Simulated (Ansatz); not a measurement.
# K on Fe(100): change of the work function, part 3 of 5

How does K on the hollow site change the work function of Fe(100) as the layer fills?

Ansatz 0.2.0; plane-wave DFT, PBE, Ansatz PAW.

So far, work function, upper face (eV): step 2 (the clean slab) 3.86.

### Step 3. The covered slab, coverage 0.25 ML (continued)

ELF of down spins in the ca plane at fractional y = 0.250, with atoms of Fe and K within 0.2 Å of it. It is the smooth field of the valence electrons, not physical close to the nuclei.

Values, 8 rows by 16 columns, each cell a mean:
```
0.40 0.48 0.21 0.41 0.40 0.22 0.47 0.38 0.27 0.08 0.06 0.14 0.13 0.04 0.01 0.00
0.64 0.29 0.66 0.28 0.28 0.66 0.27 0.57 0.49 0.39 0.32 0.23 0.10 0.03 0.00 0.00
0.60 0.33 0.49 0.30 0.30 0.49 0.31 0.54 0.45 0.31 0.25 0.22 0.10 0.03 0.00 0.00
0.33 0.52 0.29 0.46 0.44 0.29 0.52 0.33 0.20 0.06 0.04 0.11 0.14 0.05 0.01 0.00
0.40 0.48 0.21 0.41 0.40 0.22 0.48 0.40 0.16 0.61 0.30 0.05 0.17 0.08 0.01 0.00
0.64 0.29 0.66 0.28 0.28 0.67 0.27 0.49 0.42 0.79 0.66 0.05 0.18 0.11 0.02 0.00
0.60 0.33 0.49 0.30 0.30 0.50 0.31 0.49 0.36 0.83 0.60 0.05 0.18 0.10 0.02 0.00
0.33 0.52 0.29 0.46 0.44 0.29 0.52 0.35 0.12 0.40 0.18 0.06 0.17 0.07 0.01 0.00
```
Columns run along c (16.0 Å, from fractional 0.30 to 0.91 of the cell), rows up along a (5.7 Å). Atoms in or near the plane, at fractional coordinates: Fe at (0.39, 0.25), Fe at (0.50, 0.25), Fe at (0.39, 0.75), Fe at (0.50, 0.75), K at (0.66, 0.25).

Electrostatic potential energy in the ca plane at fractional y = 0.250, with atoms of Fe and K within 0.2 Å of it. With pseudopotentials it is smooth inside the atoms' cores, unlike the true potential.

Ten even steps from '0' (-47 eV) to '9' (7 eV), each cell a mean:
```
99999999999999999999999999999999999999999999
99999755789987557999999999999999999999999999
99998300279973003899999999999999999999999999
99997100169961001799999999999999999999999999
99998300379973003899999999999999999999999999
99999755789987557999999999999999999999999999
99999988999999889999999999999999999999999999
99999999999999999999999999899999999999999999
99999877899998778999999987778999999999999999
99998522589985225899999863247899999999999999
99997200169972001799999730015899999999999999
99997200169972001799999730015899999999999999
99998522589985225899999863247899999999999999
99999877899998778999999987778999999999999999
99999999999999999999999999899999999999999999
```
Columns run along c (16.0 Å, from fractional 0.30 to 0.91 of the cell; values clipped at the 3rd and 97th percentile), rows up along a (5.7 Å). Atoms in or near the plane, at fractional coordinates: Fe at (0.39, 0.25), Fe at (0.50, 0.25), Fe at (0.39, 0.75), Fe at (0.50, 0.75), K at (0.66, 0.25).

The relaxation took 4 steps and lowered the energy by 0.011 eV; the largest force on the free atoms ends at 0.0025 eV/Å.

By hand: a sheet of dipoles makes a step −p/(ε₀A) in the electron's potential. With e/ε₀ = 180.95 V·Å, p = 0.3796 e·Å and A = 32.95 Å², that is −180.95 × (0.3796) / 32.95 = -2.085 eV, and the two vacuum levels of the run differ by -2.085 eV.

The covered face has 1.76 eV, -2.10 eV against the clean one; the bare back face has moved by +0.01 eV, a measure of how thin the slab is.

### Step 4. Adsorbate added, coverage 0.5 ML

System of this step: KFe10 (K/Fe(100)). The cell holds 22 atoms: 20 Fe and 2 K. Cell: a = 5.740 Å, b = 5.740 Å, c = 26.509 Å, α = 90.0°, β = 90.0°, γ = 90.0°. Vacuum lies along c.

Another coverage, to see how the dipoles act on each other as their distance changes.

input.yaml

```yaml
crystal:
  lattice:
    - [5.74, 0.0, 0.0]
    - [0.0, 5.74, 0.0]
    - [0.0, 0.0, 26.508564284]
  atoms:
    - { symbol: Fe, position: [0.0, 0.0, 0.3395129175], spin: 2.97 }
    - { symbol: Fe, position: [0.25, 0.25, 0.3936463661], spin: 2.38 }
    - { symbol: Fe, position: [0.0, 0.0, 0.4471328567], spin: 2.5 }
    - { symbol: Fe, position: [0.25, 0.25, 0.5014069691], spin: 2.31 }
    - { symbol: Fe, position: [0.0, 0.0, 0.5521055225], spin: 2.92 }
    - { symbol: Fe, position: [0.0, 0.5, 0.3395129175], spin: 2.97 }
    - { symbol: Fe, position: [0.25, 0.75, 0.3936463661], spin: 2.38 }
    - { symbol: Fe, position: [0.0, 0.5, 0.4471328567], spin: 2.5 }
    - { symbol: Fe, position: [0.25, 0.75, 0.5014069691], spin: 2.31 }
    - { symbol: Fe, position: [0.0, 0.5, 0.5521055225], spin: 2.92 }
    - { symbol: Fe, position: [0.5, 0.0, 0.3395129175], spin: 2.97 }
    - { symbol: Fe, position: [0.75, 0.25, 0.3936463661], spin: 2.38 }
    - { symbol: Fe, position: [0.5, 0.0, 0.4471328567], spin: 2.5 }
    - { symbol: Fe, position: [0.75, 0.25, 0.5014069691], spin: 2.31 }
    - { symbol: Fe, position: [0.5, 0.0, 0.5521055225], spin: 2.92 }
    - { symbol: Fe, position: [0.5, 0.5, 0.3395129175], spin: 2.97 }
    - { symbol: Fe, position: [0.75, 0.75, 0.3936463661], spin: 2.38 }
    - { symbol: Fe, position: [0.5, 0.5, 0.4471328567], spin: 2.5 }
    - { symbol: Fe, position: [0.75, 0.75, 0.5014069691], spin: 2.31 }
    - { symbol: Fe, position: [0.5, 0.5, 0.5521055225], spin: 2.92 }
    - { symbol: K, position: [0.25, 0.25, 0.6604870825] }
    - { symbol: K, position: [0.75, 0.75, 0.6604870825] }
magnetization:
  spin_polarized: true
kpoints:
  mp_grid: { grid: [5, 5, 1] }
hamiltonian:
  xc: pbe
scf:
  occupations: { method: fermi_dirac, width: 0.1 }
  convergence: { dr2_threshold: 1.0e-08 }
efield:
  axis: 3
  dipole_correction: true
  ramp_position: 0.97
  ramp_width: 0.06
relax:
  f_tol: 0.02
  max_steps: 60
  constraints: [{ sites: [0, 1, 5, 6, 10, 11, 15, 16] }]
output:
  bader: true
  dos: { projected: true, e_range: [-8, 4] }
  write_potential: true
  write_density: true
  volumetric_format: npy
```

Launch:

```sh
> ansatz run input.yaml --threads 4 --pin off --max-ram 12288MiB --backend cpu --events-out ev --progress --plain --runs-dir out
```

Numbers of over 12 decimals in the logs are rounded to 6 here.

Log:

```text
[...]
Crystal: 22 atoms, lattice volume = 873.394 Å³
Basis set: ecut = 420 eV, 17125 PW (Γ), exchange–correlation on 80×80×360 points (8 copies of the dense FFT grid, shifted against one another)
Bands: 235, of which v1, the nominal top of the filled ones, is band 169 counted from 1 (168 counted from 0)
Symmetry: 16 space group operations
k-points: 6 of 25
[...]
Starting moments: Σ|m| = 52.32 μB on 20 of 22 sites
[...]
SCF iter   1: F=—  HF=-92675.859964 eV  |F-HF|=—  |Δ(HF+E_count)|=         —  Δρ=3.63e-2 (↑1.25e-2 ↓3.63e-2)  dr2=8.72e1  dr2_m=2.92e0  M=51.619 μB ∫|m|=52.199 μB  β_m=1.00  ethr=3.10e-3  p=-0.000 e·Å  D=-2.33e-7 V/Å  ΔV_dip=0.00 eV  dr2_dipole=4.58e0  V_vac-E_F(+/−)=7.17/7.17 eV  ⟨swp⟩=9.6  Hψ=14847  notcnv=0  defer=143
[...]
SCF iter  19: F=-92676.042680 eV  HF=-92676.042680 eV  |F-HF|=6.34e-9  |Δ(HF+E_count)|=   5.27e-9  Δρ=3.44e-7 (↑2.39e-7 ↓3.44e-7)  dr2=5.03e-9  dr2_m=1.18e-10  M=52.318 μB ∫|m|=54.680 μB  ethr=1.20e-12  p=0.263 e·Å  D=5.45e-2 V/Å  ΔV_dip=-1.44 eV  dr2_dipole=1.63e-9  V_vac-E_F(+/−)=2.40/3.84 eV  ⟨swp⟩=16.0  Hψ=20853  notcnv=0
it is not ruled out that the 235 computed bands lack a level: the search outside the bands came to no end at some k-point; with a larger scf.n_extra_bands the bands may hold it
SCF 1 converged in 19 iterations: F = -92676.042680 eV  dr2 = 5.03e-9
[...]
relax step   1: F+E_penalty+E_count = -92676.04268041 eV  Δ(F+E_penalty+E_count) = +0.000e0 eV  max|allowed force component| = 4.424e-2 eV/Å  Δτ_max = 0.0000 Å  (19 SCF iters, accepted)
[...]
SCF iter  10: F=-92676.043193 eV  HF=-92676.043193 eV  |F-HF|=6.05e-9  |Δ(HF+E_count)|=  9.46e-10  Δρ=4.58e-7 (↑1.23e-7 ↓4.58e-7)  dr2=5.31e-9  dr2_m=2.78e-10  M=52.313 μB ∫|m|=54.674 μB  ethr=1.00e-12  p=0.263 e·Å  D=5.44e-2 V/Å  ΔV_dip=-1.44 eV  dr2_dipole=8.22e-10  V_vac-E_F(+/−)=2.40/3.84 eV  ⟨swp⟩=8.2  Hψ=14955  notcnv=0
SCF 2 converged in 10 iterations: F = -92676.043193 eV  dr2 = 5.31e-9
relax step   2: F+E_penalty+E_count = -92676.04319315 eV  Δ(F+E_penalty+E_count) = -5.127e-4 eV  max|allowed force component| = 2.603e-2 eV/Å  Δτ_max = 0.0019 Å  (10 SCF iters, accepted)
SCF iter   1: F=—  HF=-92676.043804 eV  |F-HF|=—  |Δ(HF+E_count)|=         —  Δρ=2.00e-4 (↑1.14e-4 ↓2.00e-4)  dr2=1.95e-4  dr2_m=1.53e-4  M=52.310 μB ∫|m|=54.670 μB  β_m=1.00  ethr=6.84e-7  p=0.263 e·Å  D=5.44e-2 V/Å  ΔV_dip=-1.44 eV  dr2_dipole=1.47e-6  V_vac-E_F(+/−)=2.40/3.84 eV  ⟨swp⟩=2.7  Hψ=4777  notcnv=0  defer=39
[...]
SCF iter  10: F=-92676.043426 eV  HF=-92676.043426 eV  |F-HF|=1.57e-9  |Δ(HF+E_count)|=   2.50e-9  Δρ=3.64e-7 (↑8.98e-8 ↓3.64e-7)  dr2=1.65e-9  dr2_m=2.66e-10  M=52.309 μB ∫|m|=54.669 μB  ethr=1.00e-12  p=0.263 e·Å  D=5.44e-2 V/Å  ΔV_dip=-1.44 eV  dr2_dipole=3.51e-13  V_vac-E_F(+/−)=2.40/3.84 eV  ⟨swp⟩=8.5  Hψ=14575  notcnv=0
SCF 3 converged in 10 iterations: F = -92676.043426 eV  dr2 = 1.65e-9
relax step   3: F+E_penalty+E_count = -92676.04342593 eV  Δ(F+E_penalty+E_count) = -2.328e-4 eV  max|allowed force component| = 3.004e-4 eV/Å  Δτ_max = 0.0030 Å  (10 SCF iters, accepted)
[...]
SCF converged after 10 iterations
Magnetization: 52.3087 μB (195.1544 up, 142.8456 down)
Absolute magnetization: 54.6711 μB (∫|ρ↑−ρ↓|, with the PAW one-centre terms)
[...]
Per-site moments (μB) at R_I (Å): [(2.970570, 1.025266), (2.384586, 1.021984), (2.485947, 1.021984), (2.303328, 1.002429), (2.819934, 1.002429), (2.970570, 1.025266), (2.388072, 1.021984), (2.485947, 1.021984), (2.294777, 1.004496), (2.819934, 1.002429), (2.970570, 1.025266), (2.388072, 1.021984), (2.485947, 1.021984), (2.294777, 1.004496), (2.819934, 1.002429), (2.970570, 1.025266), (2.384586, 1.021984), (2.485947, 1.021984), (2.303328, 1.002429), (2.819934, 1.002429), (-0.00056906, 1.452306), (-0.00056906, 1.452306)]
Free energy (F): -92676.043426 eV
[...]
Internal energy: -92675.253795 eV  (E = F + TS)
E sigma→0 (E₀):  -92675.648610 eV
Entropy (-TS):   -0.789631 eV (-35.892 meV/atom)
Fermi energy:    3.390255 eV
Dipole field:    D = 0.054418 V/Å  (p = 0.262658 e·Å, saw-weighted, corrected)
Work function:   Φ+ = 2.3991 eV   Φ− = 3.8417 eV
[...]
--- Forces (eV/Å), atoms counted from 1 ---
  atom   1  Fe     0.00000000     0.00000000     0.43344058
  atom   2  Fe    -0.00000000     0.00000000    -0.43069689
  atom   3  Fe    -0.00000000     0.00000000    -0.00004359
  atom   4  Fe    -0.00000000     0.00000000    -0.00030037
  atom   5  Fe    -0.00000000     0.00000000     0.00012122
  atom   6  Fe     0.00000000    -0.00000000     0.43344058
  atom   7  Fe    -0.00000000     0.00000000    -0.43585353
  atom   8  Fe     0.00000000     0.00000000    -0.00004359
  atom   9  Fe    -0.00000000     0.00000000    -0.00013638
  atom  10  Fe     0.00000000     0.00000000     0.00012122
  atom  11  Fe     0.00000000     0.00000000     0.43344058
  atom  12  Fe    -0.00000000     0.00000000    -0.43585353
  atom  13  Fe     0.00000000     0.00000000    -0.00004359
  atom  14  Fe    -0.00000000     0.00000000    -0.00013638
  atom  15  Fe     0.00000000     0.00000000     0.00012122
  atom  16  Fe     0.00000000     0.00000000     0.43344058
  atom  17  Fe    -0.00000000     0.00000000    -0.43069689
  atom  18  Fe    -0.00000000     0.00000000    -0.00004359
  atom  19  Fe    -0.00000000     0.00000000    -0.00030037
  atom  20  Fe    -0.00000000     0.00000000     0.00012122
  atom  21  K     -0.00000000    -0.00000000    -0.00003735
  atom  22  K     -0.00000000    -0.00000000    -0.00003735
  max |Σ_I F_I| component: 2.38e-5 eV/Å
--- Band table (eV; the first three rows and the last of 12) ---
  k-point 0 ↑: bands = [... 165 lower, 2.0581, 2.0942, 2.0957, 2.1521, 2.1521, 2.2834, 2.3170, 2.3613, ... 62 higher]
  k-point 1 ↑: bands = [... 165 lower, 2.0839, 2.1049, 2.1136, 2.1341, 2.2114, 2.2499, 2.2565, 2.3071, ... 62 higher]
  k-point 2 ↑: bands = [... 165 lower, 2.0202, 2.0345, 2.0346, 2.0565, 2.1017, 2.1437, 2.1540, 2.2035, ... 62 higher]
  k-point 5 ↓: bands = [... 165 lower, 4.7677, 4.7686, 4.7836, 4.8215, 4.8530, 4.8535, 4.8555, 4.8581, ... 62 higher]
--- Relaxed structure (3 steps of the walk, 3 accepted, 0 SCFs on fresh bases) ---
  F+E_penalty+E_count = -92676.04342593 eV   max|allowed force component| = 3.004e-4 eV/Å
  atoms:
    - { symbol: Fe, position: [0.0, 0.0, 0.339513] }
    - { symbol: Fe, position: [0.25, 0.25, 0.3936463661] }
    - { symbol: Fe, position: [1.1261572899661908e-19, 0, 0.447258] }
    - { symbol: Fe, position: [0.25, 0.25, 0.501590] }
    - { symbol: Fe, position: [0, 0, 0.552020] }
    - { symbol: Fe, position: [0.0, 0.5, 0.339513] }
    - { symbol: Fe, position: [0.25, 0.75, 0.3936463661] }
    - { symbol: Fe, position: [1.126157289966191e-19, 0.5, 0.447258] }
    - { symbol: Fe, position: [0.25, 0.75, 0.501248] }
    - { symbol: Fe, position: [0, 0.5, 0.552020] }
    - { symbol: Fe, position: [0.5, 0.0, 0.339513] }
    - { symbol: Fe, position: [0.75, 0.25, 0.3936463661] }
    - { symbol: Fe, position: [0.5, 0, 0.447258] }
    - { symbol: Fe, position: [0.75, 0.25, 0.501248] }
    - { symbol: Fe, position: [0.5, 0, 0.552020] }
    - { symbol: Fe, position: [0.5, 0.5, 0.339513] }
    - { symbol: Fe, position: [0.75, 0.75, 0.3936463661] }
    - { symbol: Fe, position: [0.5, 0.5, 0.447258] }
    - { symbol: Fe, position: [0.75, 0.75, 0.501590] }
    - { symbol: Fe, position: [0.5, 0.5, 0.552020] }
    - { symbol: K, position: [0.25, 0.25, 0.660551] }
    - { symbol: K, position: [0.75, 0.75, 0.660551] }
--- Bader charges: 22 sites ---
  site symbol  charge [e]  shift [e]    m [muB]
     0     Fe      0.0560     0.0001     3.1094
     1     Fe     -0.0683     0.0000     2.3266
     2     Fe      0.0314     0.0001     2.4487
     3     Fe     -0.0808     0.0001     2.2557
     4     Fe     -0.1513     0.0000     2.9193
     5     Fe      0.0560     0.0001     3.1094
     6     Fe     -0.0673     0.0000     2.3299
     7     Fe      0.0314     0.0001     2.4487
     8     Fe     -0.0760     0.0001     2.2482
     9     Fe     -0.1513     0.0000     2.9193
    10     Fe      0.0560     0.0001     3.1094
    11     Fe     -0.0673     0.0000     2.3299
    12     Fe      0.0314     0.0001     2.4487
    13     Fe     -0.0760     0.0001     2.2482
    14     Fe     -0.1513     0.0000     2.9193
    15     Fe      0.0560     0.0001     3.1094
    16     Fe     -0.0683     0.0000     2.3266
    17     Fe      0.0314     0.0001     2.4487
    18     Fe     -0.0808     0.0001     2.2557
    19     Fe     -0.1513     0.0000     2.9193
    20      K      0.4201     0.0000     0.0392
    21      K      0.4201     0.0000     0.0392
  estimated error of the sums over rays = 8.4e-4 e
```

It took 9.8 min on 4 threads of Arm Neoverse V1, shared host; peak memory 5.2 GiB; 37 min of CPU time.

No atom moved by 0.005 Å in the relaxation.

This step gave:

```
energy at zero smearing        : -92675.6486 eV
total moment                   : 52.31 μB
work function, upper face      : 2.399 eV
work function, lower face      : 3.842 eV
dipole along the normal        : 0.2627 e·Å
step between the vacuum levels : -1.443 eV
```

Running mean over 1.435 Å of the planar mean; the ramp of the sawtooth is left out. The electron's electrostatic potential energy less the Fermi level by z:

```tsv
z (Å)	electron's electrostatic potential energy less the Fermi level (eV)
4	3.84
5	3.84
6	3.80
7	3.41
8	-0.879
9	-9.03
10	-9.59
11	-9.67
12	-9.56
13	-9.66
14	-10.5
15	-6.98
16	0.830
17	-2.62
18	-3.33
19	0.809
20	1.99
21	2.31
22	2.38
23	2.40
```

The density of states has structure finer than the step of the table below, so its rows give means over 0.5 eV, whole bins alone (the curve runs from -8 to 1.98 eV). Peaks (eV: height): total -3.22: 76.2, -1.74: 58.2, -1.62: 68.6, -1.35: 88.7, -1.14: 82.7, -1.08: 97.8, 1.77: 65.2; up -3.22: 72.2, -2.47: 39.8, -1.74: 41.5, -1.35: 45.7, -1.14: 57.1, -1.08: 66.7, -0.96: 40.5; down -1.62: 56.6, -1.35: 42.9, 0.87: 42.8, 1.44: 42.7, 1.68: 46.9, 1.77: 62.7, 1.89: 51.1.

Density of states against energy, zero at the Fermi level; means over each step; values in states/eV a cell:

```tsv
energy (eV)	total	up	down
-7.5	1.21	0.671	0.537
-7.0	1.80	0.878	0.927
-6.5	1.32	0.842	0.477
-6.0	3.23	1.46	1.77
-5.5	2.97	1.68	1.29
-5.0	4.67	3.71	0.957
-4.5	14.2	11.9	2.25
-4.0	20.1	16.9	3.22
-3.5	27.8	23.3	4.51
-3.0	32.4	27.2	5.23
-2.5	38.2	24.0	14.1
-2.0	31.5	22.2	9.25
-1.5	44.4	25.0	19.4
-1.0	54.9	32.2	22.7
-0.5	31.4	17.1	14.3
0.0	22.5	7.04	15.5
0.5	21.5	4.35	17.2
1.0	25.5	3.84	21.7
1.5	35.3	5.48	29.8
```

Projected DOS per atom over height of the atomic layer and energy from the Fermi level. Layers: Fe4 Fe4 Fe4 Fe4 Fe4 K2 from below.

Values in states/eV, 22 rows by 6 columns, each cell a mean:
```
1.26 1.84 2.04 1.97 1.31 0.25
1.69 1.58 1.32 1.39 1.13 0.30
1.38 0.70 0.76 0.70 1.57 0.53
1.77 0.43 0.65 0.40 1.55 0.48
1.34 0.80 0.82 0.91 1.43 0.54
0.96 1.67 1.49 1.81 0.98 0.35
1.67 3.08 2.86 3.05 1.91 0.43
1.85 3.00 2.53 2.96 2.14 0.16
2.08 1.39 1.35 1.13 1.88 0.10
2.18 1.25 1.41 1.28 2.35 0.12
2.49 1.18 1.37 1.22 2.15 0.08
1.73 1.34 1.85 1.44 1.70 0.03
1.32 1.16 0.80 1.10 1.20 0.03
1.03 0.96 1.04 0.96 1.02 0.03
0.46 0.69 0.93 0.72 0.50 0.02
0.15 0.25 0.25 0.26 0.16 0.01
0.12 0.20 0.16 0.20 0.13 0.01
0.11 0.20 0.16 0.19 0.12 0.01
0.06 0.11 0.11 0.11 0.06 0.00
0.03 0.10 0.13 0.10 0.04 0.00
0.03 0.09 0.12 0.10 0.03 0.00
0.01 0.04 0.05 0.04 0.01 0.00
```
Columns: height of the atomic layer (Å) from 9 to 17.5 (not evenly spaced); rows upwards: energy from the Fermi level (eV) from -7.96 to 1.95.

Projected DOS per atom, spin up over height of the atomic layer and energy from the Fermi level. Layers: Fe4 Fe4 Fe4 Fe4 Fe4 K2 from below.

Ten even steps from '0' (0.00 states/eV) to '9' (2.20 states/eV), each cell a mean:
```
000000
000000
000001
000001
012201
143520
398930
486750
734260
723280
934370
746560
542440
434340
123210
000000
000000
000000
000000
000000
000000
000000
```
Columns: height of the atomic layer (Å) from 9 to 17.5 (not evenly spaced); rows upwards: energy from the Fermi level (eV) from -7.96 to 1.95.

Projected DOS per atom, spin down over height of the atomic layer and energy from the Fermi level. Layers: Fe4 Fe4 Fe4 Fe4 Fe4 K2 from below.

Ten even steps from '_' (0.00 states/eV) to '@' (1.94 states/eV), each cell a mean:
```
**%%@@@@**__
%%##****++..
**::--::##..
%%..::__##..
**::..::**..
--------::__
++++++++++..
==++++**++__
..--::::::__
::------::__
..::::::::__
__........__
__......____
____________
____________
____________
____________
____________
____________
____________
____________
____________
```
Columns: height of the atomic layer (Å) from 9 to 17.5 (not evenly spaced); rows upwards: energy from the Fermi level (eV) from -7.96 to 1.95.

Site moment by atom:

```tsv
atom	site moment (μB)
Fe1	2.97
Fe2	2.38
Fe3	2.49
Fe4	2.30
Fe5	2.82
Fe6	2.97
Fe7	2.39
Fe8	2.49
Fe9	2.29
Fe10	2.82
Fe11	2.97
Fe12	2.39
Fe13	2.49
Fe14	2.29
Fe15	2.82
Fe16	2.97
Fe17	2.38
Fe18	2.49
Fe19	2.30
Fe20	2.82
K21	0.00
K22	0.00
```

The relaxation took 3 steps and lowered the energy by 7.5e-4 eV; the largest force on the free atoms ends at 3.0e-4 eV/Å.

The covered face has 2.40 eV, -1.46 eV against the clean one; the bare back face has moved by +0.01 eV, a measure of how thin the slab is.

### Step 5. Work function against coverage

This step: plane-wave DFT, PBE, Ansatz PAW; work function against coverage (Ansatz 0.2.0).

The runs are now put side by side.

Numbers from this step:

```
work function of the clean face     : 3.856 eV
largest change of the work function : -2.097 eV
```

Work function of the covered face against coverage:

```tsv
coverage (adsorbates/nm²)	work function of the covered face (eV)
0.00	3.86
3.04	1.76
6.07	2.40
```

The dipole per adsorbate comes from the change of the cell's dipole. Coverage, by row:

```tsv
coverage (1/nm²)	coverage (ML)	work function (eV)	change (eV)	dipole per adsorbate, positive end outwards (debye)	mean height of the added atoms over the highest substrate atom (Å)
3.035	0.25	1.76	-2.097	1.846	2.77
6.07	0.5	2.399	-1.457	0.642	2.877
```

(Part 3 of 5 ends here.)

[Logs are printed without paths, hosts, clocks, repeated set-up lines and the standing remarks that a program may print on its own settings, such as how far it seeks lower states.]

[Hosts, paths, dates, database ids (printed as entryN), source tags and the programs' standing remarks are cut or masked in the printed files.]

[Maps of the electrostatic potential energy from Ansatz leave out the sawtooth potential of an applied field or a dipole correction, so their vacuum need not be flat; planar profiles and work functions include it.]

[The density of states shown here was stored with 400 of the rows of the run's finer table, so its peaks can read low, often by over a quarter, or be missed, and its means over a window can be off by a tenth or more.]
